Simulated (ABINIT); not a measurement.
# HgTe (Pm-3m): zone-centre phonons, part 2 of 2

Which modes does HgTe (Pm-3m) have at the zone centre?

ABINIT 10.8.3; DFT LDA, scalar-relativistic, plane waves, PseudoDojo norm-conserving pseudopotentials.

So far. Step 5 (Relaxation): The volume changes by +1.0 % in this run and stands -13.8 % from the first cell. Step 6 (Self-consistent run for the response): The cell stands at -0.39 GPa: the relaxation ran with a smoothed and higher cutoff, and the difference is a stress of the finite basis. The relaxed cell has a = 3.692 Å (conventional setting).

The structure was built from a prototype and need not be the compound's stable phase.

### Step 7. Zone-centre response

At q = 0 one unit cell holds all displacements. The response is solved for single atoms along the cell's directions, and symmetry skips those that follow from others. The crystal is treated as a metal, which screens a static field, so no field response is asked.

Contents of dfpt_gamma.abi:

```

# common to the responses
getwfk_filepath "gso_WFK"
kptopt 2
nqpt 1
qpt 0.0 0.0 0.0
asr 0
chneut 0

# displacements
rfphon 1
rfatpol 1 2
rfdir 1 1 1
tolvrs 1.0d-10
prtwf 0

# basis, mesh and filling
ecut 34.0
ngkpt 8 8 8
nshiftk 1
shiftk 0.0 0.0 0.0
istwfk *1
occopt 3
tsmear 0.01
nband 26
nstep 100
diemac 1000000.0
prtebands 0
prtgsr 0

# cell and atoms
acell 3*1.0 Angstrom
rprim 
    3.691528891 0.0 0.0
    0.0 3.691528891 0.0
    0.0 0.0 3.691528891
ntypat 2
znucl 80 52
natom 2
typat 1 2
xred 
    0.0 0.0 0.0
    0.5 0.5 0.5
pp_dirpath "./pseudo"
pseudos "Hg.upf, Te.upf"
```

Command:

```sh
$ OMP_NUM_THREADS=1 mpirun -n 4 abinit dfpt_gamma.abi > dfpt_gamma.log
```

Numbers of over 12 decimals in the logs are rounded to 6 here.

dfpt_gamma.abo, the main output file:

```text
[banners, grids, parts of the stress and lines that vanish by symmetry left out]
- input  file    -> dfpt_gamma.abi
- output file    -> dfpt_gamma.abo
- root for input  files -> dfpt_gammai
- root for output files -> dfpt_gammao

 Symmetries : space group Pm -3 m (#221); Bravais cP (primitive cubic)
================================================================================
 Values of the parameters that define the memory need of the present run (RF).
     intxc =       0      iscf =       7    lmnmax =       7     lnmax =       7
     mgfft =      40  mpssoang =       4    mqgrid =    3001     natom =       2
  nloc_mem =       1    nspden =       1   nspinor =       1    nsppol =       1
      nsym =      48    n1xccc =    2501    ntypat =       2    occopt =       3
   xclevel =       1
-    mband =          26        mffmem =           1         mkmem =          65
-   mkqmem =          65        mk1mem =          65           mpw =        3238
      nfft =       64000          nkpt =         260
- my_mband =          26
================================================================================
================================================================================

--------------------------------------------------------------------------------
------------- Echo of variables that govern the present computation ------------
--------------------------------------------------------------------------------
-
- outvars: echo of selected default values
-   iomode0 =  0 , fftalg0 =312 , wfoptalg0 =  0
-
- outvars: echo of global parameters not present in the input file
-  max_nthreads =    1
-
 -outvars: echo values of preprocessed input variables
 [... echo left out ...]
================================================================================

 chkinp: Checking input parameters for consistency.

[...]
== DATASET  1 ==================================================================
-   mpi_nproc: 4, omp_nthreads: 1 (-1 if OMP is not activated)

--- !DatasetInfo
iteration_state: {dtset: 1, }
dimensions: {natom: 2, nkpt: 260, mband: 26, nsppol: 1, nspinor: 1, nspden: 1, mpw: 3238, }
cutoff_energies: {ecut:  34.0, pawecutdg:  -1.0, }
electrons: {nelect:   3.60000000E+01, charge:   0.00000000E+00, occopt:   3.00000000E+00, tsmear:   1.00000000E-02, }
meta: {optdriver: 1, rfphon: 1, }
...

 mkfilename: getwfk from: gso_WFK

 Real(R)+Recip(G) space primitive vectors, cartesian coordinates (Bohr,Bohr^-1):
 R(1)=  6.9759786  0.0000000  0.0000000  G(1)=  0.1433491  0.0000000  0.0000000
 R(2)=  0.0000000  6.9759786  0.0000000  G(2)=  0.0000000  0.1433491  0.0000000
 R(3)=  0.0000000  0.0000000  6.9759786  G(3)=  0.0000000  0.0000000  0.1433491
 Unit cell volume ucvol=  3.3948096E+02 bohr^3
 Angles (23,13,12)=  9.00000000E+01  9.00000000E+01  9.00000000E+01 degrees
 setup1 : take into account q-point for computing boxcut.

 getcut: wavevector=  0.0000  0.0000  0.0000  ngfft=  40  40  40
         ecut(hartree)=     34.000   => boxcut(ratio)=   2.18449

--- Pseudopotential description ------------------------------------------------
- pspini: atom type   1  psp file is ./pseudo/Hg.upf

- pspini: atom type   2  psp file is ./pseudo/Te.upf

   2.40211393E+03                                ecore*ucvol(ha*bohr**3)
--------------------------------------------------------------------------------

 ==>  initialize data related to q vector <==

 The list of irreducible perturbations for this q vector is:
    1)    idir= 1    ipert=   1
    2)    idir= 1    ipert=   2

[...]
The perturbation idir=   2  ipert=   1 is
 symmetric of a previously calculated perturbation.
 So, its SCF calculation is not needed.

 The perturbation idir=   3  ipert=   1 is
 symmetric of a previously calculated perturbation.
 So, its SCF calculation is not needed.

 The perturbation idir=   2  ipert=   2 is
 symmetric of a previously calculated perturbation.
 So, its SCF calculation is not needed.

 The perturbation idir=   3  ipert=   2 is
 symmetric of a previously calculated perturbation.
 So, its SCF calculation is not needed.

--------------------------------------------------------------------------------
 Perturbation wavevector (in red.coord.)   0.000000  0.000000  0.000000
 Perturbation : displacement of atom   1   along direction   1
 Found     8 symmetries that leave the perturbation invariant.

[...]
dfpt_looppert : total number of electrons, from k and k+q
  fully or partially occupied states are    3.600000E+01 and    3.600000E+01.
 Initialisation of the first-order wave-functions :
  ireadwf=   0

--- !BeginCycle
iteration_state: {dtset: 1, }
solver: {iscf: 7, nstep: 100, nline: 4, wfoptalg: 0, }
tolerances: {tolvrs: 1.00E-10, }
...

     iter   2DEtotal(Ha)        deltaE(Ha) residm    vres2
-ETOT  1   2.483116     -7.435E+03 1.947E+01 1.607E+02
 ETOT  2  0.578524     -1.905E+00 7.762E-02 6.125E+00
 ETOT  3  0.572997     -5.526E-03 3.369E-03 4.330E-01
 ETOT  4  0.572661     -3.366E-04 8.050E-04 1.966E-02
 ETOT  5  0.572650     -1.029E-05 1.077E-04 2.011E-03
[...]
At SCF step   11       vres2   =  9.27E-14 < tolvrs=  1.00E-10 =>converged.
[...]
Mean square residual over all n,k,spin=   11.196E-12; max=  17.966E-09

 Thirteen components of 2nd-order total energy (hartree) are
 1,2,3: 0th-order hamiltonian combined with 1st-order wavefunctions
     kin0=   6.93245890E+03 eigvalue=   3.95194735E+02  local=  -4.42389462E+03
 4,5,6: 1st-order hamiltonian combined with 1st and 0th-order wfs
 loc psp =  -1.12167715E+04  Hartree=   3.09453242E+03     xc=  -3.60835179E+02
 note that "loc psp" includes a xc core correction that could be resolved
 7,8,9: eventually, occupation + non-local contributions
    edocc=   1.63018142E+02     enl0=   1.63618626E+03   enl1=  -3.65654978E+03
 1-9 gives the relaxation energy (to be shifted if some occ is /=2.0)
   erelax=  -7.43666066E+03
 10,11,12 Non-relaxation  contributions : frozen-wavefunctions and Ewald
 fr.local=   5.32235404E+03 fr.nonlo=   1.83033407E+03  Ewald=   1.92146929E+02
 13,14 Frozen wf xc core corrections (1) and (2)
 frxc 1  =  -6.28363385E+02  frxc 2 =   7.20761651E+02
 Resulting in :
 2DEtotal=    0.5726494822E+00 Ha. Also 2DEtotal=    0.155825862444E+02 eV
    (2DErelax=   -7.4366606583E+03 Ha. 2DEnonrelax=    7.4372333078E+03 Ha)
    (  non-var. 2DEtotal :    5.7264945319E-01 Ha)

[...]
Perturbation wavevector (in red.coord.)   0.000000  0.000000  0.000000
 Perturbation : displacement of atom   2   along direction   1
 Found     8 symmetries that leave the perturbation invariant.

--------------------------------------------------------------------------------

--------------------------------------------------------------------------------

 dfpt_looppert : total number of electrons, from k and k+q
  fully or partially occupied states are    3.600000E+01 and    3.600000E+01.
 Initialisation of the first-order wave-functions :
  ireadwf=   0

--- !BeginCycle
iteration_state: {dtset: 1, }
solver: {iscf: 7, nstep: 100, nline: 4, wfoptalg: 0, }
tolerances: {tolvrs: 1.00E-10, }
...

     iter   2DEtotal(Ha)        deltaE(Ha) residm    vres2
-ETOT  1   4.227448     -2.416E+04 3.326E+01 1.567E+02
[...]
ETOT 10  0.577310     -2.110E-10 4.918E-08 1.348E-10
 ETOT 11  0.577310      2.328E-10 1.094E-08 2.920E-13

 At SCF step   11       vres2   =  2.92E-13 < tolvrs=  1.00E-10 =>converged.
[...]
Mean square residual over all n,k,spin=   98.891E-13; max=  10.937E-09

 Thirteen components of 2nd-order total energy (hartree) are
 1,2,3: 0th-order hamiltonian combined with 1st-order wavefunctions
     kin0=   2.79533890E+04 eigvalue=   3.74899684E+03  local=  -1.37489037E+04
 4,5,6: 1st-order hamiltonian combined with 1st and 0th-order wfs
 loc psp =  -5.86703322E+03  Hartree=   1.90448395E+03     xc=  -3.03852604E+02
 note that "loc psp" includes a xc core correction that could be resolved
 7,8,9: eventually, occupation + non-local contributions
    edocc=   4.63206492E+01     enl0=   4.55906028E+03   enl1=  -4.24519555E+04
 1-9 gives the relaxation energy (to be shifted if some occ is /=2.0)
   erelax=  -2.41594944E+04
 10,11,12 Non-relaxation  contributions : frozen-wavefunctions and Ewald
 fr.local=   2.61445382E+03 fr.nonlo=   2.12220138E+04  Ewald=   1.92146929E+02
 13,14 Frozen wf xc core corrections (1) and (2)
 frxc 1  =  -5.76310538E+02  frxc 2 =   7.07767677E+02
 Resulting in :
 2DEtotal=    0.5773103822E+00 Ha. Also 2DEtotal=    0.157094157947E+02 eV
    (2DErelax=   -2.4159494351E+04 Ha. 2DEnonrelax=    2.4160071661E+04 Ha)
    (  non-var. 2DEtotal :    5.7731013645E-01 Ha)

[...]
---- first-order wavefunction calculations are completed ----

 ==> Compute Derivative Database <==

 [... matrices left out ...]
  Phonon wavevector (reduced coordinates) :  0.00000  0.00000  0.00000
 Phonon energies in Hartree :
  -1.619663E-05 -1.619663E-05 -1.619663E-05  2.888705E-04  2.888705E-04
   2.888705E-04
 Phonon frequencies in cm-1    :
- -3.554750E+00 -3.554750E+00 -3.554750E+00  6.339974E+01  6.339974E+01
-  6.339974E+01

== END DATASET(S) ==============================================================
================================================================================

 -outvars: echo values of variables after computation
            acell      1.8897261259E+00  1.8897261259E+00  1.8897261259E+00 Bohr
           etotal      5.7731038223E-01
            fcart      0.0000000000E+00  0.0000000000E+00  0.0000000000E+00
           strten      0.0000000000E+00  0.0000000000E+00  0.0000000000E+00
================================================================================
```

Run time: 1.8 min. Hardware: 4 MPI ranks of Arm Neoverse V2, shared host; 7.2 min of CPU time.

Read from the output:

* largest acoustic frequency at the zone centre before the sum rule: -3.55 cm⁻¹
* highest optical zone-centre mode (no LO-TO term): 63.4 cm⁻¹
* lowest optical zone-centre mode: 63.4 cm⁻¹

The acoustic modes at Γ come out as far as 3.5 cm⁻¹ from zero, where they should vanish, a small numerical error.

### Step 8. Zone-centre analysis

anaddb reads the merged derivatives and imposes the acoustic sum rule.

Contents of anaddb.abi:

```
ddb_filepath "gamma_DDB"
output_file "anaddb.abo"
outdata_prefix "anaddb"
asr 1
chneut 1
enunit 2
eivec 1
nph1l 1
qph1l 0.0 0.0 0.0 1.0
```

Contents of mrgddb.in:

```
gamma_DDB
merged
2
dfpt_gammao_DDB
gso_DDB
```

Command:

```sh
$ mrgddb < mrgddb.in > mrgddb.log
$ OMP_NUM_THREADS=1 anaddb anaddb.abi > anaddb.log
```

anaddb.abo, the main output file:

```text
-outvars_anaddb: echo values of input variables ----------------------

 Miscellaneous information :
      enunit         2
       eivec         1
         asr         1
 First list of wavevector (reduced coord.) :
       nph1l         1
       qph1l
                     0.00000000E+00  0.00000000E+00  0.00000000E+00    1.000E+00

================================================================================

 read the DDB information and perform some checks

  ==== Info on the Cryst% object ====
 Real(R)+Recip(G) space primitive vectors, cartesian coordinates (Bohr,Bohr^-1):
 R(1)=  6.9759786  0.0000000  0.0000000  G(1)=  0.1433491  0.0000000  0.0000000
 R(2)=  0.0000000  6.9759786  0.0000000  G(2)=  0.0000000  0.1433491  0.0000000
 R(3)=  0.0000000  0.0000000  6.9759786  G(3)=  0.0000000  0.0000000  0.1433491
 Unit cell volume ucvol=  3.3948096E+02 bohr^3
 Angles (23,13,12)=  9.00000000E+01  9.00000000E+01  9.00000000E+01 degrees
 Time-reversal symmetry is present
 Reduced atomic positions [iatom, xred, symbol]:
    1)    0.0000000  0.0000000  0.0000000  Hg
    2)    0.5000000  0.5000000  0.5000000  Te

 DDB file with 3 blocks has been read.

================================================================================

 Treat the first list of vectors

  Phonon wavevector (reduced coordinates) :  0.00000  0.00000  0.00000
 Phonon energies in Hartree :
   0.000000E+00  0.000000E+00  0.000000E+00  2.892414E-04  2.892414E-04
   2.892414E-04
 Phonon energies in meV     :
-  0.000000E+00  0.000000E+00  0.000000E+00  7.870660E+00  7.870660E+00
-  7.870660E+00
 Phonon frequencies in cm-1    :
-  0.000000E+00  0.000000E+00  0.000000E+00  6.348115E+01  6.348115E+01
-  6.348115E+01
 Phonon frequencies in Thz     :
-  0.000000E+00  0.000000E+00  0.000000E+00  1.903117E+00  1.903117E+00
-  1.903117E+00
 Phonon energies in Kelvin  :
-  0.000000E+00  0.000000E+00  0.000000E+00  9.133522E+01  9.133522E+01
-  9.133522E+01

 Eigendisplacements
 (will be given, for each mode : in cartesian coordinates
   for each atom the real part of the displacement vector,
   then the imaginary part of the displacement vector - absolute values smaller than 1.0d-7 are set to zero)
  Mode number    1   Energy    0.000000E+00
 Attention : low frequency mode.
   (Could be unstable or acoustic mode)
-  1  0.00000000E+00  0.00000000E+00  1.29287742E-03
-     0.00000000E+00  0.00000000E+00  0.00000000E+00
-  2  0.00000000E+00  0.00000000E+00  1.29287685E-03
-     0.00000000E+00  0.00000000E+00  0.00000000E+00
  Mode number    2   Energy    0.000000E+00
 Attention : low frequency mode.
   (Could be unstable or acoustic mode)
-  1  0.00000000E+00  1.29287742E-03  0.00000000E+00
-     0.00000000E+00  0.00000000E+00  0.00000000E+00
-  2  0.00000000E+00  1.29287685E-03  0.00000000E+00
-     0.00000000E+00  0.00000000E+00  0.00000000E+00
  Mode number    3   Energy    0.000000E+00
 Attention : low frequency mode.
   (Could be unstable or acoustic mode)
-  1  1.29287742E-03  0.00000000E+00  0.00000000E+00
-     0.00000000E+00  0.00000000E+00  0.00000000E+00
-  2  1.29287685E-03  0.00000000E+00  0.00000000E+00
-     0.00000000E+00  0.00000000E+00  0.00000000E+00
  Mode number    4   Energy    2.892414E-04
-  1  0.00000000E+00  0.00000000E+00  1.03116428E-03
-     0.00000000E+00  0.00000000E+00  0.00000000E+00
-  2  0.00000000E+00  0.00000000E+00 -1.62101358E-03
-     0.00000000E+00  0.00000000E+00  0.00000000E+00
  Mode number    5   Energy    2.892414E-04
-  1  0.00000000E+00  1.03116428E-03  0.00000000E+00
-     0.00000000E+00  0.00000000E+00  0.00000000E+00
-  2  0.00000000E+00 -1.62101358E-03  0.00000000E+00
-     0.00000000E+00  0.00000000E+00  0.00000000E+00
  Mode number    6   Energy    2.892414E-04
-  1  1.03116428E-03  0.00000000E+00  0.00000000E+00
-     0.00000000E+00  0.00000000E+00  0.00000000E+00
-  2 -1.62101358E-03  0.00000000E+00  0.00000000E+00
-     0.00000000E+00  0.00000000E+00  0.00000000E+00

 Analysis of degeneracies and characters (maximum tolerance=1.00E-06 a.u.)
 For each vibration mode, or group of modes if degenerate,
 the characters are given for each symmetry operation (see the list in the log file).
 Symmetry characters of vibration mode #   1
       degenerate with vibration modes #   2 to    3
  3.0 -3.0 -1.0  1.0 -1.0  1.0 -1.0  1.0  1.0 -1.0 -1.0  1.0  1.0 -1.0 -1.0  1.0
  0.0 -0.0  0.0 -0.0 -0.0  0.0 -0.0  0.0  1.0 -1.0 -1.0  1.0 -1.0  1.0  1.0 -1.0
  0.0 -0.0 -0.0  0.0 -0.0  0.0  0.0 -0.0  1.0 -1.0  1.0 -1.0 -1.0  1.0 -1.0  1.0
 Symmetry characters of vibration mode #   4
       degenerate with vibration modes #   5 to    6
  3.0 -3.0 -1.0  1.0 -1.0  1.0 -1.0  1.0  1.0 -1.0 -1.0  1.0  1.0 -1.0 -1.0  1.0
 -0.0  0.0 -0.0  0.0  0.0 -0.0  0.0 -0.0  1.0 -1.0 -1.0  1.0 -1.0  1.0  1.0 -1.0
 -0.0  0.0  0.0 -0.0  0.0 -0.0 -0.0  0.0  1.0 -1.0  1.0 -1.0 -1.0  1.0 -1.0  1.0
-
```

Wall time 0.55 s (1 thread).

Numbers from this step:

| Quantity | Value |
| --- | --- |
| highest optical zone-centre mode (no LO-TO term) | 63.48 cm⁻¹ |
| lowest optical zone-centre mode | 63.48 cm⁻¹ |

No LO-TO term; unit eigenvectors of the mass-weighted matrix, from anaddb's displacements. The modes at Γ (shares of kinetic energy by element, %):

| mode | frequency (cm⁻¹) | symmetry | Hg % | Te % |
| --- | --- | --- | --- | --- |
| 1 | 0.0 | acoustic | 61 | 39 |
| 2 | 0.0 | acoustic | 61 | 39 |
| 3 | 0.0 | acoustic | 61 | 39 |
| 4 | 63.5 | T1u | 39 | 61 |
| 5 | 63.5 | T1u | 39 | 61 |
| 6 | 63.5 | T1u | 39 | 61 |

Displacements in mode 4 (63.5 cm⁻¹), the largest set to 1:
```
Hg1  0.00  0.00  0.64
Te2  0.00  0.00 -1.00
```

The rule moves no optical mode by more than 0.1 cm⁻¹.

### Step 9. Summary of results

- space group after relaxation: Pm-3m
- volume per atom: 25.2 Å³
- highest optical zone-centre mode (no LO-TO term): 63.5 cm⁻¹
- imaginary optical modes at the zone centre (no q mesh in this session): none

What this shows: At the LDA level the optical modes of HgTe (Pm-3m) at the zone centre lie at 63 cm⁻¹. The base run prints -0.39 GPa, mostly the error of a finite basis; the relaxation, with a smoothed and higher cutoff, had brought the cell to rest. These are harmonic frequencies: anharmonic shifts and widths and the lattice's thermal expansion are left out. The Fermi-Dirac smearing of 0.01 Ha is an electronic temperature of 3158 K, which adds a pressure of its own and can shift the volume and soft modes. Spin-orbit coupling is left out, which can matter for the heavy elements here. In a metal the frequencies hang on the k mesh and the smearing, most of all near Kohn anomalies. The structure is a hypothetical one, built on a prototype.

[Host names and launcher messages were left out of these logs when they were recorded.]

[Logs are printed without paths, hosts, clocks, repeated set-up lines and the standing remarks that a program may print on its own settings, such as how far it seeks lower states.]

[Hosts, paths, dates, database ids (printed as entryN), source tags and the programs' standing remarks are cut or masked in the printed files.]
